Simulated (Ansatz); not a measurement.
# What MgSiS3 (model cell, started as cubic perovskite with Si in the octahedra) distorts into, part 2 of 2

Which phase does MgSiS3 (model cell, started as cubic perovskite with Si in the octahedra) fall into along its unstable mode, and how much energy does it gain?

Ansatz 0.2.0; DFT LDA, scalar-relativistic, plane waves, PAW; PAW set soft_1.

So far. Step 5 (Energy along the mode, all amplitudes (two of the runs …): The lowest of the steps tried is the last one, at 0.6 Å, 399 meV/atom below the parent; the bottom of the well need not coincide with a step. Step 7 (The new phase in its own primitive cell): The largest force component left is 0.33 meV/Å and the pressure is 0.001 GPa, within the tolerances set. The cell now holds 16.76 Å³/atom. The relaxed cell has a = 6.205, c = 15.082 Å (conventional setting).

The structure was built from a prototype and need not be the compound's stable phase.

**8. Modes of the new phase, k-mesh 6×6×6, occupations fixed**

A relaxed structure may still be a saddle point, so its zone-centre modes are computed. The response to a homogeneous field gives the Born charges and the dielectric tensor.

input.yaml

```yaml
crystal:
  lattice:
    - [3.1022765193, 1.7911001835, 5.0272237154]
    - [-3.1022765193, 1.7911001835, 5.0272237154]
    - [0.0, -3.582200367, 5.0272237154]
  atoms:
    - { symbol: Mg, position: [0.75, 0.75, 0.75] }
    - { symbol: Mg, position: [0.25, 0.25, 0.25] }
    - { symbol: Si, position: [0.5, 0.5, 0.5] }
    - { symbol: Si, position: [0.0, 0.0, 0.0] }
    - { symbol: S, position: [0.1376155812, 0.75, 0.3623844188] }
    - { symbol: S, position: [0.8623844188, 0.25, 0.6376155812] }
    - { symbol: S, position: [0.3623844188, 0.1376155812, 0.75] }
    - { symbol: S, position: [0.6376155812, 0.8623844188, 0.25] }
    - { symbol: S, position: [0.25, 0.6376155812, 0.8623844188] }
    - { symbol: S, position: [0.75, 0.3623844188, 0.1376155812] }
kpoints:
  mp_grid: { grid: [6, 6, 6] }
hamiltonian:
  xc: lda
  pseudopotentials: { kind: paw, azcp: { folder: soft_1 }, xc_functional: pbe }
scf:
  occupations: { method: fixed }
output:
  eigenvalues: true
phonons:
  method: dfpt
  dielectric: true
  rigid_motions: translations
```

Launch:

```bash
> ansatz run input.yaml --threads 4 --pin off --max-ram 16384MiB --backend cpu --events-out ev --progress --plain --runs-dir out
```

It took 4.4 min on 4 threads of Arm Neoverse V1, shared host; peak memory 3 GiB.

Numbers from this step:

```
sum-rule residual before enforcement                    : 1.65e-4 eV/Å²
miss of the charge sum rule                             : 0.02549 e
estimated error of the dielectric tensor                : 0.06393
estimated error of the Born charges                     : 0.02740 e
point group                                             : -3m
highest optical mode at the zone centre (no LO-TO term) : 416.4 cm⁻¹
lowest optical zone-centre mode                         : -187.3 cm⁻¹
mean high-frequency dielectric constant                 : 11.54
largest Born charge (third of the trace)                : 4.492 e
top of the zone-centre spectrum with the field          : 470.8 cm⁻¹
```

Patterns of degenerate modes are one choice out of their space. The modes at Γ (shares of kinetic energy by element, %) (negative means imaginary):

| mode | frequency (cm⁻¹) | symmetry | Mg % | Si % | S % |
| --- | --- | --- | --- | --- | --- |
| 1 | -187.3 | A2u | 69 | 1 | 30 |
| 2 | -146.3 | A2g | 98 | 0 | 2 |
| 3 | -106.0 | Eu | 6 | 3 | 90 |
| 4 | -106.0 | Eu | 6 | 3 | 90 |
| 5 | 0.0 | acoustic | 16 | 19 | 65 |
| 6 | 0.0 | acoustic | 16 | 19 | 65 |
| 7 | 0.0 | acoustic | 16 | 19 | 65 |
| 8 | 107.8 | Eg | 10 | 0 | 90 |
| 9 | 107.8 | Eg | 10 | 0 | 90 |
| 10 | 127.9 | A2u | 14 | 59 | 27 |
| 11 | 172.8 | Eu | 18 | 62 | 19 |
| 12 | 172.8 | Eu | 18 | 62 | 19 |
| 13 | 173.8 | A2g | 2 | 0 | 98 |
| 14 | 207.8 | Eg | 49 | 0 | 51 |
| 15 | 207.8 | Eg | 49 | 0 | 51 |
| 16 | 281.3 | Eg | 0 | 0 | 100 |
| 17 | 281.3 | Eg | 0 | 0 | 100 |
| 18 | 285.6 | A1g | 0 | 0 | 100 |
| 19 | 316.6 | A1u | 0 | 23 | 77 |
| 20 | 320.1 | A2u | 0 | 21 | 78 |
| 21 | 327.6 | Eu | 37 | 32 | 31 |
| 22 | 327.6 | Eu | 37 | 32 | 31 |
| 23 | 373.6 | A2g | 0 | 0 | 100 |
| 24 | 376.6 | A1u | 0 | 77 | 23 |
| 25 | 392.8 | Eu | 2 | 61 | 37 |
| 26 | 392.8 | Eu | 2 | 61 | 37 |
| 27 | 395.6 | Eg | 40 | 0 | 60 |
| 28 | 395.6 | Eg | 40 | 0 | 60 |
| 29 | 416.4 | Eu | 20 | 23 | 57 |
| 30 | 416.4 | Eu | 20 | 23 | 57 |

Displacements in mode 1 (-187.3 cm⁻¹), the largest set to 1:
```
Mg1  0.00  0.00  1.00
Mg2  0.00  0.00  1.00
Si3  0.00  0.00  0.12
Si4  0.00  0.00  0.12
S5   0.14 -0.08 -0.29
S6   0.14 -0.08 -0.29
S7   0.00  0.16 -0.29
S8   0.00  0.16 -0.29
S9  -0.14 -0.08 -0.29
S10 -0.14 -0.08 -0.29
```

Displacements in mode 8 (107.8 cm⁻¹), the largest set to 1:
```
Mg1  0.00  0.60  0.00
Mg2  0.00 -0.60  0.00
Si3  0.00  0.00  0.00
Si4  0.00  0.00  0.00
S5  -0.08  0.47  0.51
S6   0.08 -0.47 -0.51
S7   0.00  0.61 -1.00
S8   0.00 -0.61  1.00
S9  -0.07 -0.47 -0.49
S10  0.07  0.47  0.49
```

Optical modes at the zone centre, without and with the macroscopic field of the longitudinal modes; each column is sorted by frequency, so a row need not hold one and the same mode. Modes with and without the field, by row:

| rank among optical modes | no field (cm⁻¹) | q along (1, 0, 0) (cm⁻¹) | q along (0, 0, 1) (cm⁻¹) |
| --- | --- | --- | --- |
| 1 | -187.3 | -187.3 | -146.3 |
| 2 | -146.3 | -146.3 | -140.5 |
| 3 | -106 | -106 | -106 |
| 4 | -106 | -86.4 | -106 |
| 5 | 107.8 | 107.8 | 107.8 |
| 6 | 107.8 | 107.8 | 107.8 |
| 7 | 127.9 | 127.9 | 161.1 |
| 8 | 172.8 | 172.8 | 172.8 |
| 9 | 172.8 | 173.8 | 172.8 |
| 10 | 173.8 | 192.7 | 173.8 |
| 11 | 207.8 | 207.8 | 207.8 |
| 12 | 207.8 | 207.8 | 207.8 |
| 13 | 281.3 | 281.3 | 281.3 |
| 14 | 281.3 | 281.3 | 281.3 |
| 15 | 285.6 | 285.6 | 285.6 |
| 16 | 316.6 | 316.6 | 316.6 |
| 17 | 320.1 | 320.1 | 327.6 |
| 18 | 327.6 | 327.6 | 327.6 |
| 19 | 327.6 | 356.9 | 371.5 |
| 20 | 373.6 | 373.6 | 373.6 |
| 21 | 376.6 | 376.6 | 376.6 |
| 22 | 392.8 | 392.8 | 392.8 |
| 23 | 392.8 | 395.6 | 392.8 |
| 24 | 395.6 | 395.6 | 395.6 |
| 25 | 395.6 | 406.7 | 395.6 |
| 26 | 416.4 | 416.4 | 416.4 |
| 27 | 416.4 | 470.8 | 416.4 |

Born charge (rows field, columns displacement) (e), principal values of the symmetric part by kind of site:

| atom | atoms with these values | low | middle | high | mean |
| --- | --- | --- | --- | --- | --- |
| Mg1 | 2 | 2.37 | 2.54 | 2.54 | 2.48 |
| Si3 | 2 | 4.41 | 4.53 | 4.53 | 4.49 |
| S5 | 6 | -3.04 | -2.40 | -1.54 | -2.32 |

In full for Si3:

```
 4.53  0.89  0.00
-0.89  4.53  0.00
 0.00  0.00  4.41
```

High-frequency dielectric tensor:

```
10.13  0.00  0.00
 0.00 10.13  0.00
 0.00  0.00 14.35
```

Transverse modes; imaginary modes are left out. Infrared lines, with heights relative to the strongest:

| position (cm⁻¹) | relative intensity |
| --- | --- |
| 108 | 0.0 |
| 128 | 18 |
| 173 | 32 |
| 174 | 0.0 |
| 208 | 0.0 |
| 281 | 0.0 |
| 286 | 0.0 |
| 317 | 0.0 |
| 320 | 53 |
| 328 | 100 |
| 374 | 0.0 |
| 377 | 0.0 |
| 393 | 55 |
| 396 | 0.0 |
| 416 | 35 |

Before it was imposed, the acoustic sum rule was missed by 1.6e-4 eV/Å² and the charge sum rule by 0.025 e. Small misses are needed for a sound result but don't prove that mesh and cutoff are converged. The lowest optical mode is imaginary, 187.3i cm⁻¹, so the energy falls along it.

The log warns of the k mesh: “the force constants stand on the 6×6×6 k-mesh, whose period is 11.17 times the interband length at k = (0.0000, 0.0000, 0.0000), direct gap 0.800 eV, under 14: take them and everything formed from them as unconverged”.

**9. Results**

* unstable mode of the parent: q = (-0.5, -0.5, -0.5), 238i cm⁻¹
* depth at the lowest point sampled: 399 meV/atom
* largest atomic shift at that point: 0.6 Å
* space group reached (within 0.01 Å): R-3c
* energy gained over the parent (first relaxation, on the mesh of the frozen mode): 446 meV/atom
* volume per atom, phase reached: 16.8 Å³
* gap on the k-mesh, phase reached: 0.800 eV
* lowest optical zone-centre mode, phase reached: -187 cm⁻¹
* highest optical mode at the zone centre (no LO-TO term), phase reached: 416 cm⁻¹

Along this mode the structure falls into R-3c, 446 meV/atom below the parent. At the parent's cell the well is 398.5 meV/atom deep on the steps tried, with its lowest point at a shift of 0.6 Å. That is the last step tried, so the steps alone don't bracket the bottom of the well. Relaxing atoms and cell changes the gain by +47.10 meV/atom against the lowest step (energies at zero smearing). The new phase still has an imaginary mode at the zone centre of its cell, so it is a saddle point on the way to a lower structure. Of the 4 patterns followed to their end from this parent, this one reaches the lowest energy. Each path keeps the symmetry of its pattern, so a lower phase may lie along a pattern not tried. With the field response the log warns that the k mesh is coarse for the force constants too, so the frequencies may not be converged. With no gap, or one that is small against the smearing, the frequencies hang on the k mesh and the smearing, most of all near Kohn anomalies. The PAW files were made for PBE and serve the other functionals too. A phonon run warned that its eigensolver left some bands unconverged in a pass. The starting cell was built on a prototype and not taken from a measurement, so the phase need not exist.

[Logs are printed without paths, hosts, clocks, repeated set-up lines and the standing remarks that a program may print on its own settings, such as how far it seeks lower states.]

[Hosts, paths, dates, database ids (printed as entryN), source tags and the programs' standing remarks are cut or masked in the printed files.]
